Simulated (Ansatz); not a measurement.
# Diamond (Fd-3m, 2 atoms a cell): the G0W0 gap against the k mesh

Aim: the G0W0 gap of Diamond (Fd-3m, 2 atoms a cell) on a series of meshes, at fixed bands and cutoff.

Method: G0W0 on PBE, plane waves, PAW; PAW set soft_1, in Ansatz 0.2.0.

## (1) The starting structure

It takes space group Fd-3m (No. 227, cubic). Conventional cell: a = 3.567 Å, b = 3.567 Å, c = 3.567 Å, α = 90.00°, β = 90.00°, γ = 90.00°. Nearest to C lie 4 C at 1.54 Å.

Structure file:

```cif
data_structure
_symmetry_space_group_name_H-M 'Fd-3m:1'
_symmetry_Int_Tables_number 227
_cell_length_a 3.5667
_cell_length_b 3.5667
_cell_length_c 3.5667
_cell_angle_alpha 90.000
_cell_angle_beta 90.000
_cell_angle_gamma 90.000
_cell_volume 45.37
loop_
_atom_site_label
_atom_site_type_symbol
_atom_site_symmetry_multiplicity
_atom_site_Wyckoff_symbol
_atom_site_fract_x
_atom_site_fract_y
_atom_site_fract_z
_atom_site_occupancy
C1 C 8 b 0.00000 0.00000 0.50000 1
```

The cell and positions come from the Crystallography Open Database and are kept as given unless a step says otherwise.

## (2) The 4×4×4 mesh

Now the one-shot GW correction: screening in the RPA, then the self-energy of the levels asked for. This step takes PAW set soft_1 files.

File input.yaml:

```yaml
crystal:
  lattice:
    - [0.0, 1.78337, 1.78337]
    - [1.78337, 0.0, 1.78337]
    - [1.78337, 1.78337, 0.0]
  atoms:
    - { symbol: C, position: [0.0, 0.0, 0.0] }
    - { symbol: C, position: [0.25, 0.25, 0.25] }
kpoints:
  mp_grid: { grid: [4, 4, 4] }
hamiltonian:
  xc: pbe
  pseudopotentials: { kind: paw, azcp: { folder: soft_1 } }
scf:
  occupations: { method: fixed }
gw:
  n_empty_bands: 25
  ecut_chi: 100
  qp_bands: [v2, c2]
  qp_kpoints: band_edges
  screening: { model: contour_deformation }
```

Launch:

```bash
$ ansatz run input.yaml --threads 3 --pin off --max-ram 92160MiB --backend cuda --events-out ev --progress --plain --runs-dir out --devices 1 --max-vram 13GiB
```

Numbers of over 12 decimals in the logs are rounded to 6 here.

What it wrote:

```text
GPUs: using 1 of 1 available (devices: 1).
Engine: ansatz 0.2.0, x86_64-unknown-linux-gnu
Pseudopotentials: kind: paw
Pseudopotential: C, paw, valence charge 4, recommended cutoff 420 eV (normal), soft_1/C.paw.azcp
Functional definition: PBE
  parameter kappa = 0.804
  parameter beta = 0.066725
  exchange = pbe_x(kappa = kappa, mu = beta*pi^2/3)
  correlation = pbe_c(beta = beta)
device memory: the entry about to start is reckoned to put 0.7 GiB on a device that reports 47.1 GiB free (of which the cap on the GPU budget leaves the run 13.0 GiB)
GPU FFT provider: cuFFT
GPU libraries: cuBLAS 13.8.2, cuFFT 12.4.0, cuSOLVER 12.3.4
Crystal: 2 atoms, lattice volume = 11.344 Å³
Basis set: ecut = 420 eV, 229 PW (Γ)
Bands: 8, of which v1, the nominal top of the filled ones, is band 4 counted from 1 (3 counted from 0)
Symmetry: 48 space group operations
Space group: Fd-3m (ITA 227), of the structure as read, at distance tolerance 2.2e-5 Å
k-points: 8 of 64
Non-local potential: C, projectors of the file, l = 0: 2, l = 1: 2, l = 2: 1
PAW form: soft (Blöchl's): semilocal exchange-correlation on the pseudo side does not see the compensation charge
PAW one-centre angular grid: C, 110 points (default); XC on 64 Gauss nodes
Initial density: superposition of atomic densities (chi_scale 0.1, normalization cell)
Initial wavefunctions: pseudopotential atomic-orbital guess
GPU buffer pool allocated for 5832 grid points (all kernels)
GPU transforms: local potential and band sums: pruned to the plane-wave sphere, on 18×18×18
Functional: x = pbe(κ = 0.804, μ = 0.219515), c = pbe(β = 0.066725)
SCF iter   1: F=—  HF=-502.059487 eV  |F-HF|=—  |Δ(HF+E_count)|=         —  Δρ=1.41e-1  dr2=1.60e0  ethr=3.10e-3  ⟨swp⟩=3.8  Hψ=369  notcnv=0  defer=12
preconditioner: auto → none  [insulator: Δε(μ)=5.002 eV  Ē_g=19.550 eV  n_scr=0 (ndim 8)  ℏωp=31.2 eV  f_vac=0.000  ε∞_Penn≈3.5]
SCF iter   2: F=—  HF=-501.536814 eV  |F-HF|=—  |Δ(HF+E_count)|=   5.23e-1  Δρ=5.67e-2  dr2=2.28e-1  ethr=3.10e-3  ⟨swp⟩=2.5  Hψ=176  notcnv=0  defer=10
SCF iter   3: F=—  HF=-501.481728 eV  |F-HF|=—  |Δ(HF+E_count)|=   5.51e-2  Δρ=5.99e-3  dr2=1.32e-3  ethr=2.85e-3  ⟨swp⟩=3.0  Hψ=114  notcnv=0  defer=14
SCF iter   4: F=—  HF=-501.482269 eV  |F-HF|=—  |Δ(HF+E_count)|=   5.41e-4  Δρ=2.74e-4  dr2=3.48e-6  ethr=1.65e-5  ⟨swp⟩=3.0  Hψ=96  notcnv=0  defer=15
SCF iter   5: F=-501.482272 eV  HF=-501.482272 eV  |F-HF|=7.54e-8  |Δ(HF+E_count)|=   2.77e-6  Δρ=3.99e-5  dr2=4.31e-8  ethr=1.25e-9  ⟨swp⟩=5.0  Hψ=304  notcnv=0
SCF 1 converged in 5 iterations: F = -501.482272 eV  dr2 = 4.31e-8
[...]
device memory: the entry about to start is reckoned to put 0.9 GiB on a device that reports 47.2 GiB free (of which the cap on the GPU budget leaves the run 13.0 GiB)
NSCF: frozen V_eff on 8 k-points
[...]
device memory: the entry about to start is reckoned to put 0.7 GiB on a device that reports 52.3 GiB free (of which the cap on the GPU budget leaves the run 13.0 GiB)
NSCF: frozen V_eff on 8 k-points
G₀W₀ screening: q 1/8
[... further progress lines ...]
device memory: the entry about to start is reckoned to put 0.2 GiB on a device that reports 54.8 GiB free (of which the cap on the GPU budget leaves the run 13.0 GiB)
NSCF: frozen V_eff on 1 k-points
SCF converged after 5 iterations
Free energy (F): -501.482272 eV
Harris-Foulkes:  -501.482272 eV  (|F-HF|=7.54e-8)
Internal energy: -501.482272 eV  (E = F + TS)
E sigma→0 (E₀):  -501.482272 eV
Fermi energy:    13.380356 eV
--- Per-component energies (eV) ---
  E_band       = 35.272103
  E_kinetic    = 180.403408
  E_local      = -110.869603  (includes V_loc(G=0)·N_el)
  E_nonlocal   = 45.659323
  E_hartree    = 26.671913
  E_xc         = -95.408311
  E_vxc        = -117.830303  (∫ρ·V_xc dr)
  E_paw        = -199.977683  (= ΣΔE_a)
  E_vpaw       = -15.434533  (= ΣTr[D̂ρ^β])
  E_aug_tail   = 0.000044  (compensation charges beyond the density's cutoff)
  E_ewald      = -347.961363
  E_smearing   = -0.000000  (= −TS)
  E_closure    = 0.000000  (closes the sum)
  Σ components = -501.482272   (vs F -501.482272, Δ=0.00e0)
--- Band table (eV; the first three rows and the last of 8) ---
  k-point 0: bands = ["-8.1201", "13.3804", "13.3804", "13.3804", "18.9644", "18.9644", "18.9644", "26.6305"]
  k-point 1: bands = ["-6.4034", "6.7794", "11.6283", "11.6283", "21.1636", "21.1636", "21.5062", "27.9578"]
  k-point 2: bands = ["-2.3344", "-0.0159", "10.5696", "10.5696", "21.8373", "21.8373", "22.1965", "29.0358"]
  k-point 7: bands = ["1.3936", "1.3936", "5.0406", "5.0406", "23.9903", "23.9903", "25.6676", "25.6676"]
--- G₀W₀: contour deformation, 5 samples at zero and on the imaginary axis and 1 off it, 64 q-points, 25 empty bands' worth ---
  eigenvalues of the whole cell's RPA ε∞ on this k-mesh (on a slab, of 1 + 4πα/V) = 7.2380, 7.2380, 7.2380; static W/v taken at q = 0 is 0.138159
  bands read: the sum over 29 bands ends inside a degenerate multiplet in 3 slots, whose members it reads at an even weight; the widest, k=1: bands 29 to 30 (counted from 1) at 1/2 each
  gw.qp_kpoints: band_edges: 6 of 8 stored k-points solved, in 1 pass; an edge of the gap read off the rows below is read off those points alone
    valence top: of the k-points left out ik 5 came nearest to being solved in a further pass, in band 4 (counted from 1, as in the quasiparticle table): it holds the edge there only if its correction is more favourable than any solved in that band by at least 3.021 eV; those differ by 0.621 eV
    conduction bottom: of the k-points left out ik 4 came nearest to being solved in a further pass, in band 5 (counted from 1, as in the quasiparticle table): it holds the edge there only if its correction is more favourable than any solved in that band by at least 1.402 eV; those differ by 0.674 eV
    ik  band        ε_KS         Σx   Σc(E_QP)       V_xc       Z   E_QP_lin       E_QP  E_QP is
     0     3     13.3804   -20.4951     2.5305   -17.7736  0.8261    13.1893    13.1894  root
     0     4     13.3804   -20.4951     2.5305   -17.7736  0.8261    13.1893    13.1894  root
     0     5     18.9644    -9.9798    -5.0446   -16.3822  0.8268    20.3316    20.3222  root
     0     6     18.9644    -9.9798    -5.0446   -16.3822  0.8268    20.3316    20.3222  root
     1     3     11.6283   -20.6162     2.9147   -17.3823  0.8214    11.3085    11.3090  root
     1     4     11.6283   -20.6162     2.9147   -17.3823  0.8214    11.3085    11.3090  root
     1     5     21.1636    -9.5772    -5.5688   -16.6171  0.8203    22.6480    22.6347  root
     1     6     21.1636    -9.5772    -5.5688   -16.6171  0.8203    22.6480    22.6347  root
     2     3     10.5696   -21.0149     3.2984   -17.2945  0.8172    10.1466    10.1475  root
     2     4     10.5696   -21.0149     3.2984   -17.2945  0.8172    10.1466    10.1475  root
     2     5     21.8373    -8.8096    -5.7343   -15.9622  0.8218    23.2686    23.2556  root
     2     6     21.8373    -8.8096    -5.7343   -15.9622  0.8218    23.2686    23.2556  root
     3     3      9.2482   -20.7801     3.4914   -16.7725  0.8130     8.7306     8.7321  root
     3     4      9.2482   -20.7801     3.4914   -16.7725  0.8130     8.7306     8.7321  root
[...]
6     6     18.1333    -8.7820    -4.9493   -14.5282  0.8388    18.9333    18.9302  root
     7     3      5.0406   -20.7181     4.4639   -15.4419  0.7893     4.2218     4.2282  root
     7     4      5.0406   -20.7181     4.4639   -15.4419  0.7893     4.2218     4.2282  root
     7     5     23.9903    -7.7222    -5.9702   -14.8804  0.8269    25.1988    25.1783  root
     7     6     23.9903    -7.7222    -5.9702   -14.8804  0.8269    25.1988    25.1783  root
```

It took 6.3 s on 1 × NVIDIA H100 80GB HBM3 (shared by 6 runs) with 3 threads of AMD EPYC 7R13 (Zen 3), shared host; peak memory 0.95 GiB.

Numbers from this step:

```
bands summed                                 : 29
RPA ε∞ on this mesh (eigenvalues)            : 7.238, 7.238, 7.238
plane waves in the screening matrix          : 27
q-points in the mesh                         : 64
G0W0 gap on the mesh                         : 5.657 eV
k of the valence top                         : 0, 0, 0
k of the conduction bottom                   : 0, 0.25, 0.25
starting gap on the mesh                     : 4.437 eV
Z at the valence top                         : 0.8261
Z at the conduction bottom                   : 0.8334
least direct G0W0 gap on the computed points : 7.133 eV
```

The gap on the mesh goes from 4.44 eV to 5.66 eV, a correction of +1.22 eV. Between the two edge states, bare exchange in place of the xc potential would open the gap by 8.59 eV, and correlation takes back 7.37 eV.

## (3) The 6×6×6 mesh

Only the mesh changes. It samples the long-range screening, which converges on its own terms.

input.yaml: that of step 2 with these lines changed.

```diff
@@ -9,3 +9,3 @@
 kpoints:
-  mp_grid: { grid: [4, 4, 4] }
+  mp_grid: { grid: [6, 6, 6] }
 hamiltonian:
```

What it wrote:

```text
GPUs: using 1 of 1 available (devices: 1).
[...]
GPU FFT provider: cuFFT
GPU libraries: cuBLAS 13.8.2, cuFFT 12.4.0, cuSOLVER 12.3.4
Crystal: 2 atoms, lattice volume = 11.344 Å³
Basis set: ecut = 420 eV, 229 PW (Γ)
Bands: 8, of which v1, the nominal top of the filled ones, is band 4 counted from 1 (3 counted from 0)
Symmetry: 48 space group operations
[...]
k-points: 16 of 216
[...]
GPU buffer pool allocated for 5832 grid points (all kernels)
[...]
SCF iter   1: F=—  HF=-502.161063 eV  |F-HF|=—  |Δ(HF+E_count)|=         —  Δρ=1.39e-1  dr2=1.55e0  ethr=3.10e-3  ⟨swp⟩=4.0  Hψ=776  notcnv=0  defer=23
[...]
SCF iter   5: F=-501.605085 eV  HF=-501.605085 eV  |F-HF|=6.85e-8  |Δ(HF+E_count)|=   2.35e-6  Δρ=3.78e-5  dr2=3.85e-8  ethr=1.25e-9  ⟨swp⟩=5.0  Hψ=605  notcnv=0
SCF 1 converged in 5 iterations: F = -501.605085 eV  dr2 = 3.85e-8
[...]
0     3     13.3506   -20.1789     2.2096   -17.7683  0.8297    13.1494    13.1496  root
     0     4     13.3506   -20.1789     2.2096   -17.7683  0.8297    13.1494    13.1496  root
     0     5     18.9420   -10.1967    -4.7978   -16.3862  0.8302    20.3425    20.3336  root
     0     6     18.9420   -10.1967    -4.7978   -16.3862  0.8302    20.3425    20.3336  root
     1     3     12.3250   -20.2089     2.4428   -17.4904  0.8269    12.0490    12.0493  root
     1     4     12.3250   -20.2089     2.4428   -17.4904  0.8269    12.0490    12.0493  root
     1     5     20.2818   -10.0347    -5.1519   -16.6631  0.8256    21.7700    21.7584  root
     1     6     20.2818   -10.0347    -5.1519   -16.6631  0.8256    21.7700    21.7584  root
[...]
15     3      5.5330   -20.8980     4.3168   -15.7555  0.7947     4.7018     4.7074  root
    15     4      5.5330   -20.8980     4.3168   -15.7555  0.7947     4.7018     4.7074  root
    15     5     21.5692    -8.6416    -5.4573   -15.2443  0.8291    22.7226    22.7146  root
    15     6     21.5692    -8.6416    -5.4573   -15.2443  0.8291    22.7226    22.7146  root
[key lines of the parts left out:]
SCF converged after 5 iterations
Free energy (F): -501.605085 eV
Fermi energy:    13.350618 eV
```

Run time: 8.2 s. Hardware: 1 × NVIDIA H100 80GB HBM3 (shared by 6 runs) with 3 threads; peak memory 0.96 GiB.

Numbers from this step:

```
bands summed                                 : 29
RPA ε∞ on this mesh (eigenvalues)            : 6.008, 6.008, 6.008
plane waves in the screening matrix          : 27
q-points in the mesh                         : 216
G0W0 gap on the mesh                         : 5.319 eV
k of the valence top                         : 0, 0, 0
k of the conduction bottom                   : 0, 0.3333, 0.3333
starting gap on the mesh                     : 4.159 eV
Z at the valence top                         : 0.8297
Z at the conduction bottom                   : 0.8395
least direct G0W0 gap on the computed points : 7.184 eV
```

Against the run with 4×4×4 mesh, 25 empty bands, screening to 100 eV, PAW set soft_1 files, the gap moves by −0.34 eV, while the start moved by −0.28 eV. A band edge is found at another k point on this mesh.

## (4) The 8×8×8 mesh

input.yaml: that of step 3 with these lines changed.

```diff
@@ -9,3 +9,3 @@
 kpoints:
-  mp_grid: { grid: [6, 6, 6] }
+  mp_grid: { grid: [8, 8, 8] }
 hamiltonian:
```

What it wrote:

```text
GPUs: using 1 of 1 available (devices: 1).
[...]
GPU FFT provider: cuFFT
GPU libraries: cuBLAS 13.8.2, cuFFT 12.4.0, cuSOLVER 12.3.4
Crystal: 2 atoms, lattice volume = 11.344 Å³
Basis set: ecut = 420 eV, 229 PW (Γ)
Bands: 8, of which v1, the nominal top of the filled ones, is band 4 counted from 1 (3 counted from 0)
Symmetry: 48 space group operations
[...]
k-points: 29 of 512
[...]
1     6     19.7965   -10.1919    -4.9589   -16.5994  0.8281    21.2553    21.2451  root
[...]
28     3      5.0186   -20.7255     4.4186   -15.4497  0.7906     4.1544     4.1615  root
    28     4      5.0186   -20.7255     4.4186   -15.4497  0.7906     4.1544     4.1615  root
    28     5     23.9675    -7.7279    -5.9121   -14.8953  0.8205    25.2344    25.2229  root
    28     6     23.9675    -7.7279    -5.9121   -14.8953  0.8205    25.2344    25.2229  root
[key lines of the parts left out:]
SCF converged after 5 iterations
Free energy (F): -501.613649 eV
Fermi energy:    13.347481 eV
```

The job ended after 13 s (1 × NVIDIA H100 80GB HBM3 (shared by 6 runs) with 3 threads; peak memory 0.96 GiB; 11 s of CPU time).

Numbers from this step:

- bands summed: 29
- RPA ε∞ on this mesh (eigenvalues): 5.770, 5.770, 5.770
- plane waves in the screening matrix: 27
- G0W0 gap on the mesh: 5.262 eV
- k of the valence top: 0, 0, 0
- k of the conduction bottom: 0, 0.375, 0.375
- starting gap on the mesh: 4.141 eV
- least direct G0W0 gap on the computed points: 7.184 eV

Against the run with 6×6×6 mesh, 25 empty bands, screening to 100 eV, PAW set soft_1 files, the gap moves by −0.06 eV. A band edge is found at another k point on this mesh.

(Continued in part 2 of 2.)

[Paths, hosts, dates, memory and timing lines, banners, echoed tables and standing remarks are left out of the program output.]

[Logs are printed without paths, hosts, clocks, repeated set-up lines and the standing remarks that a program may print on its own settings, such as how far it seeks lower states.]

[Runs of the session that timed out or met a known fault of the program may be left out.]

[Cells called generated may have been cut or substituted from an entry of the Crystallography Open Database or the Materials Project.]

[Hosts, paths, dates, database ids (printed as entryN), source tags and the programs' standing remarks are cut or masked in the printed files.]
